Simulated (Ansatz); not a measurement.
# How Ir(100) screens a field, part 2 of 2

Where does the screening charge of Ir(100) sit?

Ansatz 0.2.0; plane-wave DFT, LDA, Ansatz PAW.

So far. Step 9 (Atoms held, field 0.4 V/Å): The dipole is 0.210 e·Å.

### Step 10. The response

This step: plane-wave DFT, LDA, Ansatz PAW; screening of a field by a metal slab (Ansatz 0.2.0).

The dipoles give the slope, and the difference of two potentials shows where the field is screened.

This step gave:

- equivalent conductor thickness p/(ε₀AE): 12.86 Å
- distance between the outer atoms: 9.600 Å
- inner field over outer field: -0.002546
- image plane, upper face: 1.587 Å
- induced electrons on the upper face over ε₀E: -1.007
- image plane, lower face: 1.587 Å
- induced electrons on the lower face over ε₀E: 1.007

Table of dipole of the cell by applied field:

```csv
applied field (V/Å),dipole of the cell (e·Å)
-0.200,-0.105
-0.100,-0.0524
-0.050,-0.0262
0.000,0
0.050,0.0262
0.100,0.0524
0.200,0.105
0.400,0.210
```

Local field over the applied field, running mean. From the potentials at -0.05 and 0.05 V/Å; running mean over 1.92 Å. Table of local field over applied field by z:

```csv
z (Å),local field over applied field
5,0.993
6,0.943
7,0.698
8,0.240
9,-0.00417
10,0.00178
11,9.6e-4
12,-6.1e-4
13,-0.00126
14,-0.00347
15,-8.7e-5
16,-4.8e-4
17,0.00283
18,-0.00226
19,0.0492
20,0.416
21,0.834
22,0.974
23,0.997
```

The induced electron density oscillates, so the rows of the table below give means over windows of 1 Å about each position, cut where the curve ends. Its maxima inside the range that stand out by 2 % of the span (Å: e/Å³ per V/Å): 7.8: 0.00421, 8.9: 3.3e-4, 11.2: 1.1e-4, 15.8: 1.1e-4, 18.3: 5.3e-4, 19.0: 8.8e-4. Its minima: 8.6: -8.8e-4, 9.3: -5.3e-4, 11.8: -1.1e-4, 17.1: -1.1e-4, 18.7: -3.3e-4, 19.8: -0.00421.

Electrons, planar mean, per unit field. The induced electron density by z; means over each step:

z (Å), induced electron density (e/Å³ per V/Å) and a bar from the least value:
```
        5    0.00006 ################
        6    0.00044 ##################
        7    0.00220 ##########################
        8    0.00305 ##############################
        9   -0.00025 ###############
       10   -0.00002 ################
       11    0.00007 #################
       12   -0.00005 ################
       13    0.00005 ################
       14   -0.00002 ################
       15   -0.00003 ################
       16    0.00003 ################
       17   -0.00006 ################
       18    0.00016 #################
       19   -0.00055 ##############
       20   -0.00360 
       21   -0.00126 ###########
       22   -0.00020 ###############
       23   -0.00002 ################
```

By hand: between -0.05 and 0.05 V/Å the dipole changes by 0.05241 e·Å, a slope of 0.5241 e·Å²/V. A perfect conductor of thickness t has p = ε₀AEt, so t = 180.95 × 0.5241 / 7.373 = 12.86 Å (e/ε₀ = 180.95 V·Å, A in Å²). Less the 9.60 Å between the outer atoms, and halved, that puts each image plane 1.63 Å out.

The induced dipole is that of a conductor 12.86 Å thick.

### Step 11. Varying the input

This step: plane-wave DFT, LDA, Ansatz PAW (Ansatz 0.2.0).

A run with a changed input: it repeats the earlier run at 0.05 V/Å with efield.dipole_correction from true to false.

File input.yaml:

```yaml
crystal:
  lattice:
    - [2.7152900398, 0.0, 0.0]
    - [0.0, 2.7152900398, 0.0]
    - [0.0, 0.0, 27.6]
  atoms:
    - { symbol: Ir, position: [0.5, 0.5, 0.3260869565] }
    - { symbol: Ir, position: [0.0, 0.0, 0.3956521739] }
    - { symbol: Ir, position: [0.5, 0.5, 0.4652173913] }
    - { symbol: Ir, position: [0.0, 0.0, 0.5347826087] }
    - { symbol: Ir, position: [0.5, 0.5, 0.6043478261] }
    - { symbol: Ir, position: [0.0, 0.0, 0.6739130435] }
kpoints:
  mp_grid: { grid: [18, 18, 1] }
hamiltonian:
  xc: lda
scf:
  occupations: { method: fermi_dirac, width: 0.1 }
  convergence: { dr2_threshold: 1.0e-10 }
efield:
  axis: 3
  dipole_correction: false
  ramp_position: 0.97
  ramp_width: 0.06
  amplitude: 0.05
output:
  forces: true
  write_potential: true
  write_density: true
  volumetric_format: npy
```

On the command line:

```
$ ansatz run input.yaml --threads 2 --pin off --max-ram 3072MiB --backend cpu --events-out ev --progress --plain --runs-dir out
```

Numbers of over 12 decimals in the logs are rounded to 6 here.

What it wrote:

```text
[...]
Crystal: 6 atoms, lattice volume = 203.489 Å³
Basis set: ecut = 420 eV, 4057 PW (Γ)
Bands: 62, of which v1, the nominal top of the filled ones, is band 51 counted from 1 (50 counted from 0)
Symmetry: 8 space group operations
k-points: 55 of 324
[...]
SCF iter   1: F=—  HF=-69977.239495 eV  |F-HF|=—  |Δ(HF+E_count)|=         —  Δρ=1.82e-2  dr2=1.98e1  ethr=1.77e-3  p=-0.000 e·Å  V_vac-E_F(+/−)=6.01/4.75 eV  ⟨swp⟩=7.8  Hψ=14871  notcnv=0  defer=22
[...]
SCF iter  11: F=-69977.042121 eV  HF=-69977.042121 eV  |F-HF|=0.00e0  |Δ(HF+E_count)|=   1.91e-9  Δρ=1.27e-7  dr2=5.68e-11  ethr=1.00e-12  p=0.049 e·Å  V_vac-E_F(+/−)=6.46/5.29 eV  ⟨swp⟩=14.6  Hψ=22065  notcnv=0
SCF 1 converged in 11 iterations: F = -69977.042121 eV  dr2 = 5.68e-11
[...]
SCF converged after 11 iterations
Free energy (F): -69977.042121 eV
[...]
Internal energy: -69976.834958 eV  (E = F + TS)
E sigma→0 (E₀):  -69976.938539 eV
Entropy (-TS):   -0.207163 eV (-34.527 meV/atom)
Fermi energy:    7.137942 eV
Dipole field:    D = 0.043644 V/Å  (p = 0.049080 e·Å, saw-weighted)
Work function:   not extracted (applied field tilts the vacuum); planar V_es + V_field profile in the machine report
[...]
--- Forces (eV/Å), atoms counted from 1 ---
  atom   1  Ir     0.00000000     0.00000000     1.45851678
  atom   2  Ir    -0.00000000     0.00000000    -0.98793612
  atom   3  Ir    -0.00000000     0.00000000    -0.25759853
  atom   4  Ir     0.00000000     0.00000000     0.26042284
  atom   5  Ir     0.00000000     0.00000000     0.98614515
  atom   6  Ir    -0.00000000     0.00000000    -1.45955062
  max |Σ_I F_I| component: 5.05e-7 eV/Å
--- Band table (eV; the first three rows and the last of 55) ---
  k-point 0: bands = [... 47 lower, 6.1093, 6.4985, 6.5114, 6.5114, 7.0342, 7.5972, 7.6942, 7.6942, ... 7 higher]
  k-point 1: bands = [... 47 lower, 6.0613, 6.3291, 6.5090, 6.9025, 7.0330, 7.1615, 7.2897, 7.7023, ... 7 higher]
  k-point 2: bands = [... 47 lower, 5.8823, 6.0786, 6.4746, 6.5747, 6.6692, 6.9528, 7.2780, 7.7640, ... 7 higher]
  k-point 54: bands = [... 47 lower, 7.8270, 8.6302, 8.6310, 8.6661, 8.6671, 9.4175, 9.4176, 10.0835, ... 7 higher]
```

It took 74 s on 2 threads of Arm Neoverse N1, shared host; peak memory 0.71 GiB; 2.5 min of CPU time.

```csv
quantity,this run,earlier run,difference
dipole along the normal (e·Å),0.04908,0.02621,0.023
```

With the dipole correction off, the periodic images add a field of their own to the typed one.

It moves by +0.0229 e·Å.

These numbers are not those of the isolated slab.

### Step 12. Outcome

| Quantity | Value |
| --- | --- |
| work function | 5.90 eV |
| image plane, upper face | 1.59 Å |
| induced electrons on the upper face over ε₀E | -1.01 |
| equivalent conductor thickness p/(ε₀AE) | 12.9 Å |
| inner field over outer field | -0.00255 |

What this shows: The induced charge has its centre 1.59 Å outside the outermost atoms; this is the plane from which a capacitor's gap or an image potential counts. The equivalent conductor thickness exceeds the distance between the outer atoms by 3.26 Å, about the sum of the two image-plane distances. In the middle of the slab the field is screened to under 0.5 % of its outer value. The atoms are held at bulk positions with the tabulated experimental lattice constant.

[Logs are printed without paths, hosts, clocks, repeated set-up lines and the standing remarks that a program may print on its own settings, such as how far it seeks lower states.]

[Hosts, paths, dates, database ids (printed as entryN), source tags and the programs' standing remarks are cut or masked in the printed files.]

[Maps of the electrostatic potential energy from Ansatz leave out the sawtooth potential of an applied field or a dipole correction, so their vacuum need not be flat; planar profiles and work functions include it.]
